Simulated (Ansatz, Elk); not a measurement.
# LuCrGa4Ir: X-ray structure factors from the self-consistent density

The structure of LuCrGa4Ir used here is made up (a known structure type with other elements) and was relaxed beforehand with PBEsol. The aim is the Fourier transform of its all-electron density, F(hkl), set beside the sum over free spherical atoms that refinements use.

Method: DFT, PBE, all-electron APW+lo, Dirac cores, scalar-relativistic bands, static density, ferromagnetic start, in Elk 11.2.3 (patched build).

The structure was built from a prototype and need not be the compound's stable phase.

## Step 1: Set-up

The structure is tetragonal, space group P4/mmm (No. 123). Conventional cell: a = 4.266 Å, b = 4.266 Å, c = 6.590 Å, α = 90.00°, β = 90.00°, γ = 90.00°. Ir has 8 Ga at 2.54 Å nearest. Nearest to Lu lie 8 Ga at 2.87 Å and 4 Cr at 3.02 Å. Nearest to Ga lie 2 Ir at 2.54 Å and 1 Ga at 2.75 Å and 2 Cr at 2.87 Å and 2 Lu at 2.87 Å. Nearest to Cr lie 8 Ga at 2.87 Å and 4 Lu at 3.02 Å. Farther neighbours are not listed.

Structure file:

```cif
data_structure
_symmetry_space_group_name_H-M 'P4/mmm'
_symmetry_Int_Tables_number 123
_cell_length_a 4.2656
_cell_length_b 4.2656
_cell_length_c 6.5899
_cell_angle_alpha 90.000
_cell_angle_beta 90.000
_cell_angle_gamma 90.000
_cell_volume 119.91
loop_
_atom_site_label
_atom_site_type_symbol
_atom_site_symmetry_multiplicity
_atom_site_Wyckoff_symbol
_atom_site_fract_x
_atom_site_fract_y
_atom_site_fract_z
_atom_site_occupancy
Ir1 Ir 1 b 0.00000 0.00000 0.50000 1
Lu1 Lu 1 a 0.00000 0.00000 0.00000 1
Ga1 Ga 4 i 0.50000 0.00000 0.70842 1
Cr1 Cr 1 c 0.50000 0.50000 0.00000 1
```

## Step 2: Ground state and structure factors

An all-electron density is needed, since X-rays see the cores too. Task 0 finds the density and task 195 Fourier-transforms it; tshift is off so that phases refer to the origin typed.

File elk.in:

```
tasks
  0
  195
  196

xctype
  20

spinpol
  .true.

rgkmax
  7.0

gmaxvr
  14.0

lmaxo
  7

lmaxapw
  8

swidth
  0.002

tshift
  .false.

ramdisk
  .false.

hmaxvr
  5.5

maxscl
  120

epspot
  1e-06

reducebf
  0.8

sppath
  './'

avec
  8.06084604005 0.00000000000 0.00000000000
  0.00000000000 8.06084604005 0.00000000000
  0.00000000000 0.00000000000 12.45310431193

atoms
  4
  'Ir.in'
  1
  0.0000000000 0.0000000000 0.5000000000   0.000000 0.000000 0.000000
  'Lu.in'
  1
  0.0000000000 0.0000000000 0.0000000000   0.000000 0.000000 0.000000
  'Ga.in'
  4
  0.5000000000 -0.0000000000 0.7084164372   0.000000 0.000000 0.000000
  -0.0000000000 0.5000000000 0.7084164372   0.000000 0.000000 0.000000
  0.5000000000 -0.0000000000 0.2915835628   0.000000 0.000000 0.000000
  -0.0000000000 0.5000000000 0.2915835628   0.000000 0.000000 0.000000
  'Cr.in'
  1
  0.5000000000 0.5000000000 0.0000000000   0.000000 0.000000 -0.170000

ngridk
  5 5 3
```

On the command line:

```bash
$ OMP_NUM_THREADS=4 elk
```

Numbers of over 12 decimals in the logs are rounded to 6 here.

What it wrote:

```text
┌─────────────────────────┐
│ Elk code version 11.2.3 │
└─────────────────────────┘

All units are atomic (Hartree, Bohr, etc.)

┌─────────────────────────────────────────────────┐
│ Ground-state run starting from atomic densities │
└─────────────────────────────────────────────────┘

Lattice vectors :
   8.060846040       0.000000000       0.000000000
   0.000000000       8.060846040       0.000000000
   0.000000000       0.000000000       12.45310431

Reciprocal lattice vectors :
  0.7794697078       0.000000000       0.000000000
   0.000000000      0.7794697078       0.000000000
   0.000000000       0.000000000      0.5045477135

Unit cell volume      :    809.1683337
Brillouin zone volume :   0.3065495807

Muffin-tin inner radius fraction :   0.1000000000E-01

Nuclei treated as point charges

Species : 1 (Ir)
 parameters loaded from : Ir.in
 name : iridium
 nuclear charge    :   -77.00000000
 electronic charge :    77.00000000
 atomic mass :    350390.1562
 muffin-tin radius :    2.554357027
 number of radial points in muffin-tin :   1393
 inner part over the whole radius :   0.9990882865E-02
 number on inner part of muffin-tin    :    998
 approximate nuclear radius :   0.1024342351E-03
 number of mesh points to nuclear radius :    525
 atomic positions (lattice), magnetic fields (Cartesian) :
  1 :   0.00000000  0.00000000  0.50000000    0.00000000  0.00000000  0.00000000

Species : 2 (Lu)
 parameters loaded from : Lu.in
 name : lutetium
 nuclear charge    :   -71.00000000
 electronic charge :    71.00000000
 atomic mass :    318945.3298
 muffin-tin radius :    2.800000000
 number of radial points in muffin-tin :   1393
 inner part over the whole radius :   0.9962478555E-02
 number on inner part of muffin-tin    :    999
 approximate nuclear radius :   0.9954169502E-04
 number of mesh points to nuclear radius :    517
 atomic positions (lattice), magnetic fields (Cartesian) :
  1 :   0.00000000  0.00000000  0.00000000    0.00000000  0.00000000  0.00000000

Species : 3 (Ga)
 parameters loaded from : Ga.in
 name : gallium
 nuclear charge    :   -31.00000000
 electronic charge :    31.00000000
 atomic mass :    127097.2539
 muffin-tin radius :    2.189448880
 number of radial points in muffin-tin :    993
 inner part over the whole radius :   0.9907568376E-02
 number on inner part of muffin-tin    :    700
 approximate nuclear radius :   0.7562051033E-04
 number of mesh points to nuclear radius :    341
 atomic positions (lattice), magnetic fields (Cartesian) :
  1 :   0.50000000  0.00000000 -0.29158356    0.00000000  0.00000000  0.00000000
  2 :   0.00000000  0.50000000 -0.29158356    0.00000000  0.00000000  0.00000000
  3 :   0.50000000  0.00000000  0.29158356    0.00000000  0.00000000  0.00000000
  4 :   0.00000000  0.50000000  0.29158356    0.00000000  0.00000000  0.00000000

Species : 4 (Cr)
 parameters loaded from : Cr.in
 name : chromium
 nuclear charge    :   -24.00000000
 electronic charge :    24.00000000
 atomic mass :    94783.09202
 muffin-tin radius :    2.400000000
 number of radial points in muffin-tin :    993
 inner part over the whole radius :   0.9857795597E-02
 number on inner part of muffin-tin    :    699
 approximate nuclear radius :   0.6987106690E-04
 number of mesh points to nuclear radius :    328
 atomic positions (lattice), magnetic fields (Cartesian) :
  1 :   0.50000000  0.50000000  0.00000000    0.00000000  0.00000000 -0.17000000

Total number of atoms per unit cell :    7
Total muffin-tin volume :    395.5250084
 ratio of muffin-tin to unit cell volume :   0.4888043587

Spin treatment :
 spin-polarised
 global magnetic field (Cartesian) :    0.000000000       0.000000000       0.000000000
 collinear magnetisation in z-direction

Number of Bravais lattice symmetries :   16
Number of crystal symmetries         :   16
Crystal has inversion symmetry
Real symmetric eigensolver will be used

k-point grid :      5     5     3
k-point offset :    0.000000000       0.000000000       0.000000000
[...]
sum of occupied eigenvalues :     -24942.603289019
 electron kinetic            :      45603.209921332
 core electron kinetic       :      43707.364407794
 Coulomb                     :     -85866.496932122
 Coulomb potential           :     -69235.962090533
 nuclear-nuclear             :     -3987.8699117527
 electron-nuclear            :     -94615.304827193
 Hartree                     :      12736.677806824
 Madelung                    :     -51248.515886856
 xc potential                :     -1309.6249327540
 xc effective B-field        :    -0.226162
 external B-field            :      0.000000
 exchange                    :     -987.27136870193
 correlation                 :     -16.122890968195
 electron entropic           :    -0.85508542936461E-03
 total energy                :     -41266.682125546
 (external B-field energy excluded from total)

Density of states at Fermi energy :    62.89207127
 (states/Hartree/unit cell)

Estimated indirect band gap :   0.1256168788E-02
 from k-point 7 to k-point 8
Estimated direct band gap   :   0.6438821347E-02
 at k-point 7

Charges :
 core                        :    176.0000000
 valence                     :    120.0000000
 interstitial                :    10.89605478
 muffin-tins (core leakage)
  species : 1 (Ir)
[...]
species : 2 (Lu)
[...]
species : 3 (Ga)
[...]
species : 4 (Cr)
[...]
total in muffin-tins        :    285.1039452
 total calculated charge     :    295.9895698
 total charge                :    296.0000000
 error                       :   0.1043017070E-01

Moments :
 interstitial                :   0.5214650643
 muffin-tins
  species : 1 (Ir)
[...]
species : 2 (Lu)
[...]
species : 3 (Ga)
[...]
species : 4 (Cr)
[...]
total in muffin-tins        :    3.666804680
 total moment                :    4.188269744

RMS change in Kohn-Sham potential (target) :   0.6284894527E-06 (  0.1000000000E-05)
Absolute change in total energy (target)   :   0.1768879883E-05 (  0.1000000000E-03)

Convergence targets achieved

┌──────────────────┐
│ Loop number : 23 │
└──────────────────┘

Energies :
 Fermi                       :     0.296708
 sum of occupied eigenvalues :     -24942.603307984
 electron kinetic            :      45603.209931509
 core electron kinetic       :      43707.364424317
 Coulomb                     :     -85866.496919850
 Coulomb potential           :     -69235.962079415
 nuclear-nuclear             :     -3987.8699117527
 electron-nuclear            :     -94615.304813202
 Hartree                     :      12736.677805104
 Madelung                    :     -51248.515880142
 xc potential                :     -1309.6249873295
 xc effective B-field        :    -0.226159
 external B-field            :      0.000000
 exchange                    :     -987.27136478640
 correlation                 :     -16.122891203135
 electron entropic           :    -0.85511908024214E-03
 total energy                :     -41266.682099450
 (external B-field energy excluded from total)

Density of states at Fermi energy :    62.89441349
 (states/Hartree/unit cell)

Estimated indirect band gap :   0.1255196295E-02
 from k-point 7 to k-point 8
Estimated direct band gap   :   0.6438009561E-02
 at k-point 7

Charges :
 core                        :    176.0000000
 valence                     :    120.0000000
 interstitial                :    10.89605745
 muffin-tins (core leakage)
  species : 1 (Ir)
[...]
species : 2 (Lu)
[...]
species : 3 (Ga)
[...]
atom 3                    :    29.27083033     (  0.2260027745E-02)
   atom 4                    :    29.27083033     (  0.2260027745E-02)
  species : 4 (Cr)
   atom 1                    :    22.60189845     ( -0.2234881009E-06)
 total in muffin-tins        :    285.1039425
 total calculated charge     :    295.9895698
 total charge                :    296.0000000
 error                       :   0.1043016938E-01

Moments :
 interstitial                :   0.5214643577
 muffin-tins
  species : 1 (Ir)
[...]
species : 2 (Lu)
[...]
species : 3 (Ga)
[...]
atom 3                    :   0.1035118267E-02
   atom 4                    :   0.1035118267E-02
  species : 4 (Cr)
   atom 1                    :    3.482321334
 total in muffin-tins        :    3.666783714
 total moment                :    4.188248072

┌──────────────────────────────┐
│ Self-consistent loop stopped │
└──────────────────────────────┘

Warning : core states of species 1 leak from the muffin-tin :   0.8865464461E-03

Warning : core states of species 3 leak from the muffin-tin :   0.2260027745E-02

Wrote STATE.OUT
```

Elapsed: 7.2 min, on 4 threads of Intel Xeon 6975P-C (Granite Rapids), shared host; peak memory 0.77 GiB.

SFACRHO.OUT:

```text

h k l indices transformed by vhmat matrix:
   1.000000000       0.000000000       0.000000000    
   0.000000000       1.000000000       0.000000000    
   0.000000000       0.000000000       1.000000000    

      h      k      l  multipl.   |H|            Re(F)            Im(F)           |F|

      0      0      0      1   0.0000000       296.00000      0.19754309E-16   296.00000    
      0      0     -1      2  0.50454771      -14.108997      0.33698264E-13   14.108997    
      0     -1      0      4  0.77946971       116.60353     -0.89041452E-14   116.60353    
      0     -1     -1      8  0.92851571      -26.228848      0.28523376E-13   26.228848    
      0      0     -2      2   1.0090954       59.530029      0.11245413E-13   59.530029    
     -1     -1      0      4   1.1023366       44.647470     -0.78413706E-14   44.647470    
     -1     -1      1      8   1.2123178       39.499110     -0.67682203E-14   39.499110    
      0      1     -2      8   1.2750869       107.97841     -0.46937125E-13   107.97841    
     -1      1     -2      8   1.4944630       221.35596     -0.84336139E-13   221.35596    
      0      0      3      2   1.5136431       79.204921      0.11789695E-12   79.204921    
      2      0      0      4   1.5589394       231.03317     -0.15648483E-13   231.03317    
     -2      0     -1      8   1.6385544      -12.109477      0.29308220E-13   12.109477    
      0     -1      3      8   1.7025535      -20.671698      0.20501977E-13   20.671698    
     -1     -2      0      8   1.7429473       99.955170     -0.30311199E-15   99.955170    
      2     -1      1     16   1.8145064      -20.065881     -0.14905436E-13   20.065881    
      0     -2      2      8   1.8570314       52.800524     -0.29902298E-13   52.800524    
      1     -1     -3      8   1.8725014      -51.091685      0.29730594E-13   51.091685    
      1     -2     -2     16   2.0139858       95.674004     -0.57960722E-13   95.674004
```

Elk indexes on the primitive cell of elk.in and gives |H| = 4π sin θ/λ in inverse bohr. Below, one row stands for each form hkl of the conventional cell (m members, Friedel mates merged), F is for one primitive cell and the density is static (no thermal factor). Free-atom factors are Waasmaier and Kirfel's, and R is Σm||F|−|F'||/Σm|F|.

| hkl | m | sin θ/λ (Å⁻¹) | abs F, DFT | neutral atoms | diff. |
| --- | --- | --- | --- | --- | --- |
| 001 | 2 | 0.076 | 14.109 | 14.068 | +0.041 |
| 100 | 4 | 0.117 | 116.603 | 116.092 | +0.511 |
| 101 | 8 | 0.140 | 26.229 | 26.157 | +0.072 |
| 002 | 2 | 0.152 | 59.530 | 59.706 | -0.176 |
| 110 | 4 | 0.166 | 44.648 | 45.029 | -0.381 |
| 111 | 8 | 0.182 | 39.499 | 40.012 | -0.513 |
| 102 | 8 | 0.192 | 107.978 | 107.938 | +0.040 |
| 112 | 8 | 0.225 | 221.356 | 222.529 | -1.173 |
| 003 | 2 | 0.228 | 79.205 | 80.152 | -0.947 |
| 200 | 4 | 0.234 | 231.033 | 232.306 | -1.273 |
| 201 | 8 | 0.246 | 12.110 | 12.095 | +0.015 |
| 103 | 8 | 0.256 | 20.672 | 20.991 | -0.319 |
| 210 | 8 | 0.262 | 99.955 | 100.212 | -0.257 |
| 211 | 16 | 0.273 | 20.066 | 20.361 | -0.295 |
| 202 | 8 | 0.279 | 52.800 | 52.636 | +0.165 |
| 113 | 8 | 0.282 | 51.092 | 51.434 | -0.343 |
| 212 | 16 | 0.303 | 95.674 | 95.812 | -0.138 |
| 004 | 2 | 0.303 | 167.742 | 168.364 | -0.622 |
| 104 | 8 | 0.325 | 93.287 | 93.437 | -0.150 |
| 203 | 8 | 0.327 | 67.502 | 67.933 | -0.430 |
| 220 | 4 | 0.332 | 202.008 | 202.635 | -0.627 |
| 221 | 8 | 0.340 | 11.443 | 11.463 | -0.020 |

## Step 3: The magnetisation density

The same run holds the spin density, and task 196 transforms it. The order is that of the start, and no other was tried.

SFACMAG_1.OUT:

```text

h k l indices transformed by vhmat matrix:
   1.000000000       0.000000000       0.000000000    
   0.000000000       1.000000000       0.000000000    
   0.000000000       0.000000000       1.000000000    

      h      k      l  multipl.   |H|            Re(F)            Im(F)           |F|

      0      0      0      1   0.0000000       4.1882482      0.32188143E-17   4.1882482    
      0      0     -1      2  0.50454771       3.5076299      0.47659803E-16   3.5076299    
      0     -1      0      4  0.77946971      -2.9860827     -0.30985908E-15   2.9860827    
      0     -1     -1      8  0.92851571      -2.8794988     -0.27283035E-15   2.8794988    
      0      0     -2      2   1.0090954       2.7970887     -0.45330622E-16   2.7970887    
     -1     -1      0      4   1.1023366       2.5931696      0.54048175E-15   2.5931696    
     -1     -1      1      8   1.2123178       2.3151750      0.51883511E-15   2.3151750    
      0      1     -2      8   1.2750869      -2.1058754      0.21374826E-15   2.1058754    
     -1      1     -2      8   1.4944630       1.8058297      0.12597688E-15   1.8058297    
      0      0      3      2   1.5136431       1.8994965      0.44311315E-16   1.8994965    
      2      0      0      4   1.5589394       1.6310930     -0.40961145E-15   1.6310930    
     -2      0     -1      8   1.6385544       1.4617845      0.41942176E-15   1.4617845    
      0     -1      3      8   1.7025535      -1.4689637     -0.17027544E-15   1.4689637    
     -1     -2      0      8   1.7429473      -1.4128374     -0.55364398E-15   1.4128374    
      2     -1      1     16   1.8145064      -1.3465390      0.18838074E-15   1.3465390    
      0     -2      2      8   1.8570314       1.2535133      0.32682232E-15   1.2535133
```

The total moment is 4.19 μB a cell; sphere moments: Ir1 +0.10, Lu2 +0.08, Ga3 0.00, Ga4 0.00, Ga5 0.00, Ga6 0.00, Cr7 +3.48 μB. Polarised neutrons measure spin and orbital magnetisation together; without spin-orbit coupling the run gives the spin part:

| hkl | sin θ/λ (Å⁻¹) | abs F_M (μB) |
| --- | --- | --- |
| 001 | 0.076 | 3.508 |
| 100 | 0.117 | 2.986 |
| 101 | 0.140 | 2.880 |
| 002 | 0.152 | 2.797 |
| 110 | 0.166 | 2.593 |
| 111 | 0.182 | 2.315 |
| 102 | 0.192 | 2.106 |
| 112 | 0.225 | 1.806 |
| 003 | 0.228 | 1.899 |
| 200 | 0.234 | 1.631 |
| 201 | 0.246 | 1.462 |
| 103 | 0.256 | 1.469 |
| 210 | 0.262 | 1.413 |
| 211 | 0.273 | 1.347 |

[end of part 1 of 2]

[Logs are printed without paths, hosts, clocks, repeated set-up lines and the standing remarks that a program may print on its own settings, such as how far it seeks lower states.]

[Hosts, paths, dates, database ids (printed as entryN), source tags and the programs' standing remarks are cut or masked in the printed files.]
